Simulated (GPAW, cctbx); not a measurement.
## RbAg2: what bonding does to one electron reflection, worked out

RbAg2, Fd-3m (no. 227, origin choice 1), a = 8.6609 Å, b = 8.6609 Å, c = 8.6609 Å, α = 90.00°, β = 90.00°, γ = 90.00°.

| atom | mult. | x | y | z |
| --- | --- | --- | --- | --- |
| Ag1 | 16 | 3/8 | 1/8 | 7/8 |
| Rb1 | 8 | 1/4 | 3/4 | 3/4 |

The start was made by putting kin elements into a known structure type; the compound need not exist, or be stable, in this form.

A DFT run (GPAW, PBE, 450 eV, 5×5×5 k-points, Fermi–Dirac width 0.1 eV) gives the static X-ray structure factor of 111 as 159.970 e for the conventional cell; superposed free atoms give 159.671 e. **Problem.** Find the Fourier component V of the crystal potential and the two-beam extinction distance at 120 kV in both cases.

## Step 1: Geometry

The cell volume is Ω = 649.66 Å³ and d(111) = 5.0004 Å, so g = 1/d = 0.2000 Å⁻¹.

## Step 2: The nuclei

Electrons feel nuclei as well as electrons, so the nuclear charges are summed with the same phases.

Phase sums Σ exp(2πi h·x), turned so that the total is real and positive: Ag +8.000, Rb -5.657. Then F_Z = 47 × (+8.000) + 37 × (-5.657) = 166.70 e. The electron term has the same sign for this reflection.

## Step 3: Mott–Bethe

Poisson's equation, term by term, gives V = (e/4πε₀)(F_Z − F)/(πΩg²), with e/4πε₀ = 14.3996 V Å.

The prefactor is 14.3996 × 5.0004²/(π × 649.66) = 0.17641 V per electron. Free atoms: (166.70 − 159.671) × 0.17641 = 1.239 V. Crystal: (166.70 − 159.970) × 0.17641 = 1.187 V. F changes by +0.19 % and V by -4.3 %: the same 0.30 e is measured against F_Z − F = 7.0 e in place of F = 159.7 e.

## Step 4: Extinction distance

In the two-beam case ξ = 1/(λU) with U = 2γm₀eV/h², that is ξ = 150.41 V Å²/(γλV).

At 120 kV, λ = 0.03349 Å and γ = 1.2348. Free atoms: ξ = 2934 Å. Crystal: ξ = 3065 Å. The thickness fringes go as sin²(πt/ξ), so the two patterns slip by a quarter of a period when t|1/ξ₁ − 1/ξ₀| = 1/4, at t ≈ 1724 nm, thicker than usual samples. Thermal motion, absorption and many-beam coupling, left out here, change a real pattern.

## Step 5: Answer

V(111) is 1.19 V against 1.24 V, and ξ is 3065 against 2934 Å. Limits: static atoms, two beams.
